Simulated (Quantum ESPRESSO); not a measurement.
# Magnetic state of Fe3PO7 (Grattarolaite) from several starts, part 2 of 2

Wanted: the moments of Fe3PO7 (Grattarolaite) and the energy of each order that was tried.

Quantum ESPRESSO 7.5; PBEsol; plane waves with GBRV 1.5 PBEsol potentials, no spin-orbit coupling.

So far, absolute magnetization (μB): step 2 (run 1 (ferro +++)) 15.0.

**3. Run 2, typed as ferri ++−**

File pw.in:

```
&CONTROL
  calculation = 'scf'
  prefix = 'pwscf'
  outdir = './tmp'
  pseudo_dir = './pseudo'
  disk_io = 'nowf'
/
&SYSTEM
  ibrav = 0
  celldm(1) = 8
  nat = 11
  ntyp = 4
  ecutwfc = 40
  ecutrho = 280
  nbnd = 64
  occupations = 'smearing'
  smearing = 'fd'
  degauss = 0.00367493
  nspin = 2
  starting_magnetization(1) = 0.25
  starting_magnetization(2) = -0.25
  starting_magnetization(3) = 0
  starting_magnetization(4) = 0
/
&ELECTRONS
  conv_thr = 2.2d-08
  electron_maxstep = 150
  mixing_beta = 0.3
/
ATOMIC_SPECIES
Fe1    55.8450 fe_pbesol_v1.5.uspp.F.UPF
Fe2    55.8450 fe_pbesol_v1.5.uspp.F.UPF
P      30.9738 p_pbesol_v1.5.uspp.F.UPF
O      15.9990 o_pbesol_v1.2.uspp.F.UPF
CELL_PARAMETERS alat
   0.9455717096096    0.5459260810892    0.5403829330623
  -0.9455717096096    0.5459260810892    0.5403829330623
   0.0000000000000   -1.0918521621548    0.5403829330623
ATOMIC_POSITIONS crystal
Fe1     0.5395000000    0.1485000000    0.5395000000
Fe1     0.5395000000    0.5395000000    0.1485000000
Fe2     0.1485000000    0.5395000000    0.5395000000
P       0.0000000000    0.0000000000    0.0000000000
O       0.2289000000    0.2289000000    0.2289000000
O       0.3895000000    0.7668000000    0.3895000000
O       0.3895000000    0.3895000000    0.7668000000
O       0.7668000000    0.3895000000    0.3895000000
O       0.8330000000    0.1440000000    0.8330000000
O       0.8330000000    0.8330000000    0.1440000000
O       0.1440000000    0.8330000000    0.8330000000
K_POINTS automatic
4 4 4 0 0 0
```

Launch:

```bash
$ OMP_NUM_THREADS=1 mpirun -n 4 pw.x -nk 4 -in pw.in > pw.out
```

The log of the run:

```text
[banner, memory and clock lines left out]
Program PWSCF v.7.5 starts

     Message from routine setup:
     using ibrav=0 with symmetry is DISCOURAGED, use correct ibrav instead

     bravais-lattice index     =            0
     lattice parameter (alat)  =       8.0000  a.u.
     unit-cell volume          =     856.9414 (a.u.)^3
     number of atoms/cell      =           11
     number of atomic types    =            4
     number of electrons       =        95.00
     number of Kohn-Sham states=           64
     kinetic-energy cutoff     =      40.0000  Ry
     charge density cutoff     =     280.0000  Ry
     scf convergence threshold =      2.2E-08
     mixing beta               =       0.3000
     number of iterations used =            8  plain     mixing
     Exchange-correlation= SLA  PW   PSX  PSC
                           (   1   4  10   8   0   0   0)

     celldm(1)=   8.000000  celldm(2)=   0.000000  celldm(3)=   0.000000
     celldm(4)=   0.000000  celldm(5)=   0.000000  celldm(6)=   0.000000

     crystal axes: (cart. coord. in units of alat)
               a(1) = (   0.945572   0.545926   0.540383 )
               a(2) = (  -0.945572   0.545926   0.540383 )
               a(3) = (   0.000000  -1.091852   0.540383 )

     reciprocal axes: (cart. coord. in units 2 pi/alat)
               b(1) = (  0.528781  0.305292  0.616847 )
               b(2) = ( -0.528781  0.305292  0.616847 )
               b(3) = ( -0.000000 -0.610583  0.616847 )

     PseudoPot. # 1 for Fe read from file:
     fe_pbesol_v1.5.uspp.F.UPF
     Pseudo is Ultrasoft + core correction, Zval = 16.0

     PseudoPot. # 2 for Fe read from file:
     fe_pbesol_v1.5.uspp.F.UPF
     Pseudo is Ultrasoft + core correction, Zval = 16.0

     PseudoPot. # 3 for P  read from file:
     p_pbesol_v1.5.uspp.F.UPF
     Pseudo is Ultrasoft + core correction, Zval =  5.0

     PseudoPot. # 4 for O  read from file:
     o_pbesol_v1.2.uspp.F.UPF
     Pseudo is Ultrasoft + core correction, Zval =  6.0

     atomic species   valence    mass     pseudopotential
     Fe1              16.00    55.84500     Fe( 1.00)
     Fe2              16.00    55.84500     Fe( 1.00)
     P                 5.00    30.97380     P ( 1.00)
     O                 6.00    15.99900     O ( 1.00)

     Starting magnetic structure
     atomic species   magnetization
     Fe1             0.250
     Fe2            -0.250
     P               0.000
     O               0.000

      2 Sym. Ops. (no inversion) found

   Cartesian axes

     site n.     atom                  positions (alat units)
         1        Fe1    tau(   1) = (   0.3697185  -0.2134571   0.6633201  )
         2        Fe1    tau(   2) = (   0.0000000   0.4269142   0.6633201  )
         3        Fe2    tau(   3) = (  -0.3697185  -0.2134571   0.6633201  )
         4        P      tau(   4) = (   0.0000000   0.0000000   0.0000000  )
         5        O      tau(   5) = (  -0.0000000   0.0000000   0.3710810  )
         6        O      tau(   6) = (  -0.3567642   0.2059779   0.8353239  )
         7        O      tau(   7) = (  -0.0000000  -0.4119558   0.8353239  )
         8        O      tau(   8) = (   0.3567642   0.2059779   0.8353239  )
         9        O      tau(   9) = (   0.6514989  -0.3761431   0.9780931  )
        10        O      tau(  10) = (   0.0000000   0.7522861   0.9780931  )
        11        O      tau(  11) = (  -0.6514989  -0.3761431   0.9780931  )

     number of k points=    24  Fermi-Dirac smearing, width (Ry)=  0.0037
                       cart. coord. in units 2pi/alat
        k(    1) = (   0.0000000   0.0000000   0.0000000), wk =   0.0156250
        k(    2) = (  -0.0000000  -0.1526458   0.1542116), wk =   0.0625000
        k(    3) = (   0.0000000   0.3052916  -0.3084233), wk =   0.0312500
        k(    4) = (  -0.1321952  -0.0763229   0.3084233), wk =   0.0312500
        k(    5) = (  -0.1321952   0.3816145  -0.1542116), wk =   0.0625000
        [... 19 further k-points ...]

     Dense  grid:    67667 G-vectors     FFT dimensions: (  54,  54,  54)

     Smooth grid:    29297 G-vectors     FFT dimensions: (  40,  40,  40)

     Check: negative core charge=   -0.000028
     Generating pointlists ...
     new r_m :   0.1843 (alat units)  1.4747 (a.u.) for type    1
     new r_m :   0.1843 (alat units)  1.4747 (a.u.) for type    2
     new r_m :   0.1463 (alat units)  1.1707 (a.u.) for type    3
     new r_m :   0.1463 (alat units)  1.1707 (a.u.) for type    4

     Initial potential from superposition of free atoms

     starting charge      91.9998, renormalised to      95.0000
     Starting wfcs are   71 randomized atomic wfcs

     Self-consistent Calculation

     iteration #  1     ecut=    40.00 Ry     beta= 0.30
     Davidson diagonalization with overlap
     ethr =  1.00E-02,  avg # of iterations =  4.9

     total energy              =    -991.46379431 Ry
     estimated scf accuracy    <       2.06343696 Ry

     total magnetization       =     5.00 Bohr mag/cell
     absolute magnetization    =    13.62 Bohr mag/cell

     iteration #  2     ecut=    40.00 Ry     beta= 0.30
     Davidson diagonalization with overlap
     ethr =  2.17E-03,  avg # of iterations =  2.0

     total energy              =    -991.72323834 Ry
     estimated scf accuracy    <       1.04013520 Ry

     total magnetization       =     4.40 Bohr mag/cell
     absolute magnetization    =    11.04 Bohr mag/cell

     [... further iterations left out ...]

     iteration # 13     ecut=    40.00 Ry     beta= 0.30
     Davidson diagonalization with overlap
     ethr =  1.59E-10,  avg # of iterations =  2.0

     total energy              =    -991.92310613 Ry
     estimated scf accuracy    <       0.00000004 Ry

     total magnetization       =     5.00 Bohr mag/cell
     absolute magnetization    =    12.90 Bohr mag/cell

     iteration # 14     ecut=    40.00 Ry     beta= 0.30
     Davidson diagonalization with overlap
     ethr =  4.06E-11,  avg # of iterations =  2.0

     Magnetic moment per site  (integrated on atomic sphere of radius R)
     atom   1 (R=0.184)  charge= 12.7916  magn=  3.5658
     atom   2 (R=0.184)  charge= 12.7916  magn=  3.5658
     atom   3 (R=0.184)  charge= 12.8042  magn= -3.4237
     atom   4 (R=0.146)  charge=  0.8136  magn=  0.0053
     atom   5 (R=0.146)  charge=  4.1259  magn=  0.0625
     atom   6 (R=0.146)  charge=  4.0332  magn=  0.1223
     atom   7 (R=0.146)  charge=  4.0332  magn=  0.1223
     atom   8 (R=0.146)  charge=  4.0312  magn=  0.1309
     atom   9 (R=0.146)  charge=  4.1498  magn=  0.1133
     atom  10 (R=0.146)  charge=  4.1498  magn=  0.1133
     atom  11 (R=0.146)  charge=  4.1499  magn= -0.0717

     End of self-consistent calculation

     [... lines left out ...]
     the Fermi energy is     7.7071 ev

!    total energy              =    -991.92310617 Ry
     estimated scf accuracy    <          7.1E-09 Ry
     smearing contrib. (-TS)   =      -0.00004400 Ry
     internal energy E=F+TS    =    -991.92306217 Ry

     The total energy is F=E-TS. E is the sum of the following terms:
     one-electron contribution =    -652.94565507 Ry
     hartree contribution      =     366.42553037 Ry
     xc contribution           =    -143.48402291 Ry
     ewald contribution        =    -561.91891455 Ry

     total magnetization       =     5.00 Bohr mag/cell
     absolute magnetization    =    12.90 Bohr mag/cell

     convergence has been achieved in  14 iterations
```

Wall time 45 s (4 MPI ranks of AMD EPYC 9R14 (Zen 4), shared host); peak memory 0.91 GiB.

Spin moment in the atom's sphere by atom:

```csv
atom,spin moment in the atom's sphere (μB)
Fe1,3.57
Fe2,3.57
Fe3,-3.42
P4,0.01
O5,0.06
O6,0.12
O7,0.12
O8,0.13
O9,0.11
O10,0.11
O11,-0.07
```

Read from the output:

| Quantity | Value |
| --- | --- |
| smearing term TS | 5.99e-4 eV |
| magnetization | 4.998 μB |
| absolute magnetization | 12.90 μB |
| final state | ferrimagnetic |

**4. Energies of the orders**

An order is kept where moments of 0.15 μB or more survive with the typed signs; meshes match where a doubled cell samples the same k points as the first cell.

Ferrimagnetic means that a moment over 0.15 μB on a transition or rare-earth metal, induced ones included, opposes the net moment. Orders:

| start | final state | typed order kept | energy over the lowest (meV a seeded atom) | largest site moment (μB) | net moment (μB a cell of the first run) | mesh matched | CPU time (s) |
| --- | --- | --- | --- | --- | --- | --- | --- |
| ferro +++ | ferromagnetic | yes | 341.6 | 3.703 | 14.95 | yes | 120 |
| ferri ++- | ferrimagnetic | yes | 0 | 3.566 | 4.998 | yes | 179.6 |

**5. Results**

* lowest state found: ferrimagnetic (from ferri ++-)
* largest site moment: 3.57 μB
* next state with moments: ferromagnetic, 342 meV a seeded atom higher

What this shows: This is the lowest of 2 collinear or spinless starts, no proof of the ground state. A computed site moment is spin alone and hangs on the region that is counted: the program's spheres do not touch and miss the tail of the moment. Measured moments hold any orbital part as well, and belong to the order of the sample, which need not be the order of this run. No Hubbard term acts here. In such compounds local and semilocal functionals without one often delocalise the d electrons, and can shrink or lose moments and miss the size, sign and order of the couplings.

Computed beside measured:

| quantity | measured | in the sphere |
| --- | --- | --- |
| moment (Fe) (μB) | 4.3 | 3.57 (-17.1 %) |

Measured values from arxiv:1910.08818 (2019).

**Verdict.** The moment is off by -17.1 %. No cell relaxation is part of this session.

[Logs and program files are shortened in this print: banners, set-up blocks, solver, clock and traceback lines can be left out without a mark of their own.]

[Logs are printed without paths, hosts, clocks, repeated set-up lines and the standing remarks that a program may print on its own settings, such as how far it seeks lower states.]

[Hosts, paths, dates, database ids (printed as entryN), source tags and the programs' standing remarks are cut or masked in the printed files.]

[Where a cell is said to come from a database of computed structures, the database is the Materials Project.]
